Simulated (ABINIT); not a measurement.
**Quasiparticle gap of PbS (Galena) in ABINIT**

Wanted: ground state, empty states, screening and self-energy for PbS (Galena).

Program: ABINIT 10.8.3. Level of theory: PBE and many-body steps on it, plane waves. Results are calculated unless marked as measured.

This is a report of a sequence of runs, with most program output left out.

The database entry behind the starting cell differs from later determinations by our own check (about 0.1 % short), so it need not match the best structure at ambient conditions.

### Step 1. Set-up

The structure is cubic, space group Fm-3m (No. 225). The conventional cell has a = 5.931 Å, b = 5.931 Å, c = 5.931 Å, α = 90.00°, β = 90.00°, γ = 90.00°. Nearest to Pb lie 6 S at 2.97 Å. Nearest to S lie 6 Pb at 2.97 Å. Farther neighbours and most contacts between anions are not listed.

The cell and positions come from the Crystallography Open Database and are kept as given unless a step says otherwise. Spin-orbit coupling is left out unless a step names it.

### Step 2. Ground state

This step: ABINIT 10.8.3; DFT, PBE, plane waves, norm-conserving pseudopotentials.

The ground-state density comes first.

run.abi reads:

```
acell 3*1.0 Angstrom
rprim 
  0.000000000000 2.965750000000 2.965750000000
  2.965750000000 -0.000000000000 2.965750000000
  2.965750000000 2.965750000000 0.000000000000
ntypat 2
znucl 82 16
natom 2
typat 1 2
xred 
  0.000000000000 0.000000000000 0.000000000000
  0.500000000000 0.500000000000 0.500000000000
pp_dirpath "pseudos"
pseudos "Pb.upf, S.upf"
ecut 32
ngkpt 6 6 6
nshiftk 1
shiftk 0 0 0
kptopt 1
chksymbreak 0
nband 19
occopt 1
tolvrs 1e-10
nstep 60
prtwf 0
optforces 0
optstress 0
indata_prefix "in"
outdata_prefix "out"
tmpdata_prefix "tmp"
```

The run is started by

```console
$ OMP_NUM_THREADS=1 mpirun -n 4 abinit run.abi > log
```

Wall time 13 s (4 MPI ranks of Arm Neoverse V1, shared host); peak memory 0.32 GiB.

This step gave:

| Property | Result |
| --- | --- |
| total energy | -6009.0534 eV |
| gap | 0.3622 eV |
| k of the valence top | 0.5, 0, 0 |
| k of the conduction bottom | 0.5, 0, 0 |
| least direct gap | 0.3622 eV |

The gap is direct, at (0.500, 0.000, 0.000).

### Step 3. Bands along the symmetry lines

The cheap functional maps the bands first; the places of the edges decide which points the dearer methods must see.

run.abi reads:

```
acell 3*1.0 Angstrom
rprim 
  0.000000000000 2.965750000000 2.965750000000
  2.965750000000 -0.000000000000 2.965750000000
  2.965750000000 2.965750000000 0.000000000000
ntypat 2
znucl 82 16
natom 2
typat 1 2
xred 
  0.000000000000 0.000000000000 0.000000000000
  0.500000000000 0.500000000000 0.500000000000
pp_dirpath "pseudos"
pseudos "Pb.upf, S.upf"
ecut 32
iscf -2
irdden 1
kptopt 0
nkpt 50
kpt 
  0.00000000 0.00000000 0.00000000
  0.06250000 0.00000000 0.06250000
  0.12500000 0.00000000 0.12500000
  0.18750000 0.00000000 0.18750000
  0.25000000 0.00000000 0.25000000
  0.31250000 0.00000000 0.31250000
  0.37500000 0.00000000 0.37500000
  0.43750000 0.00000000 0.43750000
  0.50000000 0.00000000 0.50000000
  0.51562500 0.03125000 0.51562500
  0.53125000 0.06250000 0.53125000
  0.54687500 0.09375000 0.54687500
  0.56250000 0.12500000 0.56250000
  0.57812500 0.15625000 0.57812500
  0.59375000 0.18750000 0.59375000
  0.60937500 0.21875000 0.60937500
  0.62500000 0.25000000 0.62500000
  0.37500000 0.37500000 0.75000000
  0.32812500 0.32812500 0.65625000
  0.28125000 0.28125000 0.56250000
  0.23437500 0.23437500 0.46875000
  0.18750000 0.18750000 0.37500000
  0.14062500 0.14062500 0.28125000
  0.09375000 0.09375000 0.18750000
  0.04687500 0.04687500 0.09375000
  0.00000000 0.00000000 0.00000000
  0.06250000 0.06250000 0.06250000
  0.12500000 0.12500000 0.12500000
  0.18750000 0.18750000 0.18750000
  0.25000000 0.25000000 0.25000000
  0.31250000 0.31250000 0.31250000
  0.37500000 0.37500000 0.37500000
  0.43750000 0.43750000 0.43750000
  0.50000000 0.50000000 0.50000000
  0.50000000 0.46875000 0.53125000
  0.50000000 0.43750000 0.56250000
  0.50000000 0.40625000 0.59375000
  0.50000000 0.37500000 0.62500000
  0.50000000 0.34375000 0.65625000
  0.50000000 0.31250000 0.68750000
  0.50000000 0.28125000 0.71875000
  0.50000000 0.25000000 0.75000000
  0.50000000 0.21875000 0.71875000
  0.50000000 0.18750000 0.68750000
  0.50000000 0.15625000 0.65625000
  0.50000000 0.12500000 0.62500000
  0.50000000 0.09375000 0.59375000
  0.50000000 0.06250000 0.56250000
  0.50000000 0.03125000 0.53125000
  0.50000000 0.00000000 0.50000000
istwfk *1
nband 21
nbdbuf 2
tolwfr 1e-08
nstep 40
prtwf 0
prtvol 0
indata_prefix "in"
outdata_prefix "out"
tmpdata_prefix "tmp"
```

It took 23 s on 4 MPI ranks; peak memory 0.3 GiB; 92 s of CPU time.

Numbers from this step:

```
gap                        : 0.3622 eV
k of the valence top       : 0.5, 0.5, 0.5
k of the conduction bottom : 0.5, 0.5, 0.5
least direct gap           : 0.3622 eV
```

The gap is 0.362 eV, as in the run before at this level.

Electronic bands along the path, in eV, zero at the top of the highest filled band:

| point | band 11 | band 12 | band 13 | band 14 | band 15 | band 16 | band 17 | band 18 |
| --- | --- | --- | --- | --- | --- | --- | --- | --- |
| Γ | -6.04 | -2.18 | -2.18 | -2.18 | 5.21 | 5.21 | 5.21 | 6.70 |
| halfway | -7.22 | -2.84 | -2.84 | -1.73 | 2.43 | 4.73 | 4.91 | 4.91 |
| X | -7.20 | -5.20 | -3.44 | -3.44 | 3.86 | 5.57 | 5.68 | 5.68 |
| halfway | -7.46 | -5.09 | -3.31 | -3.16 | 3.89 | 5.18 | 5.42 | 5.57 |
| U | -7.98 | -4.78 | -2.94 | -2.49 | 3.32 | 4.12 | 5.05 | 6.22 |
| jump to K | -7.98 | -4.78 | -2.94 | -2.49 | 3.32 | 4.12 | 5.05 | 6.22 |
| halfway | -7.71 | -3.11 | -1.71 | -0.59 | 1.47 | 2.51 | 4.14 | 7.57 |
| Γ | -6.04 | -2.18 | -2.18 | -2.18 | 5.21 | 5.21 | 5.21 | 6.70 |
| halfway | -7.46 | -2.02 | -2.02 | -1.17 | 2.35 | 3.21 | 3.21 | 6.86 |
| L | -8.84 | -1.79 | -1.79 | 0.00 | 0.36 | 1.96 | 1.96 | 8.66 |
| halfway | -8.48 | -3.44 | -3.02 | -0.99 | 1.55 | 3.40 | 4.02 | 7.99 |
| W | -7.94 | -4.43 | -4.43 | -1.03 | 2.19 | 4.66 | 4.66 | 8.15 |
| halfway | -7.61 | -4.99 | -3.77 | -2.41 | 3.99 | 4.09 | 5.29 | 6.37 |
| X | -7.20 | -5.20 | -3.44 | -3.44 | 3.86 | 5.57 | 5.68 | 5.68 |

### Step 4. Empty states on the mesh, 4×4×4 mesh, 106 bands

The sums over transitions need many empty states on a uniform mesh; this step solves for them.

run.abi reads:

```
acell 3*1.0 Angstrom
rprim 
  0.000000000000 2.965750000000 2.965750000000
  2.965750000000 -0.000000000000 2.965750000000
  2.965750000000 2.965750000000 0.000000000000
ntypat 2
znucl 82 16
natom 2
typat 1 2
xred 
  0.000000000000 0.000000000000 0.000000000000
  0.500000000000 0.500000000000 0.500000000000
pp_dirpath "pseudos"
pseudos "Pb.upf, S.upf"
ecut 32
ngkpt 4 4 4
nshiftk 1
shiftk 0 0 0
kptopt 1
chksymbreak 0
irdden 1
istwfk *1
nband 106
prtvol 0
optdriver 6
gwr_task "HDIAGO"
paral_kgb 0
occopt 1
indata_prefix "in"
outdata_prefix "out"
tmpdata_prefix "tmp"
```

The job ended after 53 s (4 MPI ranks; peak memory 2.2 GiB; 3.5 min of CPU time).

Numbers from this step:

| Property | Result |
| --- | --- |
| gap | 0.3621 eV |
| k of the valence top | 0.5, 0, 0 |
| k of the conduction bottom | 0.5, 0, 0 |
| least direct gap | 0.3621 eV |
| k points computed | 8 |
| lowest point of the top converged band, above the valence top | 68.8467 eV |

On this mesh the gap is 0.362 eV.

### Step 5. Screening, 4×4×4 mesh, 98 bands, screening to 136.1 eV

The RPA dielectric matrix is built and inverted for each q.

This step: RPA screening on PBE, plane waves, norm-conserving pseudopotentials.

run.abi, as its differences from that of step 4:

```diff
@@ -20,10 +20,11 @@
 chksymbreak 0
-irdden 1
 istwfk *1
-nband 106
-prtvol 0
-optdriver 6
-gwr_task "HDIAGO"
-paral_kgb 0
 occopt 1
+irdwfk 1
+optdriver 3
+nband 98
+ecuteps 5
+inclvkb 2
+awtr 1
+symchi 1
 indata_prefix "in"
```

Wall time 26 s (4 MPI ranks); peak memory 0.75 GiB.

This step gave:

| Item | Value |
| --- | --- |
| ε∞ with local fields, on this mesh, along the program's q direction | 71.19 |
| the same without local fields | 77.88 |
| plasma frequency | 27.20 eV |
| plane waves in the screening matrix | 169 |

Local fields lower ε∞ by 9 %. On a Γ-centred mesh this coarse the value itself is usually too large, while a short band sum pulls it down.

### Step 6. Self-energy, 4×4×4 mesh, 98 bands, screening to 136.1 eV

The self-energy is evaluated for the states that the input lists, and the levels follow from it, in one-shot runs by the linearised quasiparticle equation.

This step: G0W0 on PBE, plane waves, norm-conserving pseudopotentials.

run.abi, as its differences from that of step 5:

```diff
@@ -23,8 +23,17 @@
 irdwfk 1
-optdriver 3
+optdriver 4
 nband 98
+gwcalctyp 0
+ecutsigx 32
+symsigma 1
+nkptgw 2
+kptgw 
+  0.5000000000 0.0000000000 0.0000000000
+  0.0000000000 0.0000000000 0.0000000000
+bdgw 
+  12 17
+  12 17
 ecuteps 5
-inclvkb 2
-awtr 1
-symchi 1
+irdscr 1
+ppmodel 1
 indata_prefix "in"
```

Run time: 8.5 s. Hardware: 4 MPI ranks; peak memory 0.69 GiB.

Numbers from this step:

```
G0W0 gap on the points computed              : 0.5210 eV
starting gap on the mesh                     : 0.3621 eV
k of the valence top                         : 0.5, 0, 0
k of the conduction bottom                   : 0.5, 0, 0
Z at the valence top                         : 0.784
Z at the conduction bottom                   : 0.807
least direct G0W0 gap on the computed points : 0.5210 eV
```

The gap on the mesh goes from 0.36 eV to 0.52 eV, a correction of +0.16 eV.

Limits: finite bands, cutoff and mesh; model gap, bands may invert with spin-orbit coupling; no spin-orbit coupling; coarse k mesh. v1 is the top filled band, c1 the lowest empty one. Levels before and after the correction, in eV, zero at the valence-band top of each column:

|  | conduction bottom | valence top |
| --- | --- | --- |
| Kohn-Sham | 0.36 | 0.00 |
| G0W0 | 0.52 | 0.00 |

|  | level | energy (eV) |
| --- | --- | --- |
| Kohn-Sham | (0.5 0 0) v3-v2 | -1.786 |
| Kohn-Sham | (0.5 0 0) v1 | 0.000 |
| Kohn-Sham | (0.5 0 0) c1 | 0.362 |
| Kohn-Sham | (0.5 0 0) c2-c3 | 1.958 |
| G0W0 | (0.5 0 0) v3-v2 | -2.030 |
| G0W0 | (0.5 0 0) v1 | 0.000 |
| G0W0 | (0.5 0 0) c1 | 0.521 |
| G0W0 | (0.5 0 0) c2-c3 | 2.303 |

### Step 7. Where the time went

Times are wall times on 4 MPI ranks of Arm Neoverse V1, shared host, good to a factor of about two.

| step | time | share | memory (GiB) |
| --- | --- | --- | --- |
| ground state | 13 s | 11 % | 0.32 |
| bands along the symmetry lines | 23 s | 19 % | 0.3 |
| empty states on the mesh | 53 s | 43 % | 2.2 |
| screening | 26 s | 21 % | 0.75 |
| self-energy | 8.5 s | 7 % | 0.69 |

### Step 8. Outcome

```yaml
pbe_gap: 0.36 eV, direct
g0w0_gap_on_the_mesh: 0.52 eV
gw_settings: 4×4×4 mesh, 98 bands, screening to 136.1 eV, Godby-Needs plasmon pole
known_limits: not at the basis limit; model gap, bands may invert with spin-orbit coupling; mesh may overstate the screening; no spin-orbit coupling; coarse k mesh
```

In words: G0W0 moves the gap on the mesh from 0.36 eV to 0.52 eV (+0.16 eV), with Z of 0.78 and 0.81 at the edges. Local fields lower the RPA ε∞ on this mesh from 77.88 to 71.19; a Γ-centred mesh this coarse tends to raise both, most where the direct gap is narrow, while a short band sum lowers them. Only 2 of the mesh's irreducible points were corrected, so a valley elsewhere could overtake. The dearest step here is «empty states on the mesh». Bands and cutoff are finite, so the gap is not at the basis limit. The miss can reach some tenths of an eV and take either sign; the mesh is an error of its own. In the G0W0 run levels were corrected at 2 k points alone, so a gap called «on the mesh» is the least over those, and an edge elsewhere would be missed. The 4×4×4 mesh is coarse for this cell, which bears on the long-range parts of exchange and screening. Where an edge is built on 6p states of lead, bismuth or thallium, scalar-relativistic gaps usually stand too wide, by a few tenths to over one eV. With atoms this heavy and so narrow a gap, spin-orbit coupling can invert the bands. These scalar-relativistic gaps are then model values, not to be set against experiment, and a spin-orbit change taken from DFT can't simply be added. The RPA ε∞ on this mesh reaches over 25; with a narrow direct gap a coarse mesh can overstate it, and the correction is then too small.

[Paths, hosts, dates, memory and timing lines, banners, echoed tables and standing remarks are left out of the program output.]

[Logs are printed without paths, hosts, clocks, repeated set-up lines and the standing remarks that a program may print on its own settings, such as how far it seeks lower states.]

[Runs of the session that timed out or met a known fault of the program may be left out.]

[Hosts, paths, dates, database ids (printed as entryN), source tags and the programs' standing remarks are cut or masked in the printed files.]

[G0W0 gaps are taken among the corrected bands and points alone; a level outside them can change the order at an edge.]

[Where Ansatz stands beside ABINIT at settings called matched, ABINIT's density can come from a denser mesh and the files from another edition; pairs whose starting gaps differed by over 0.03 eV were left out, so agreement reads better than it is.]
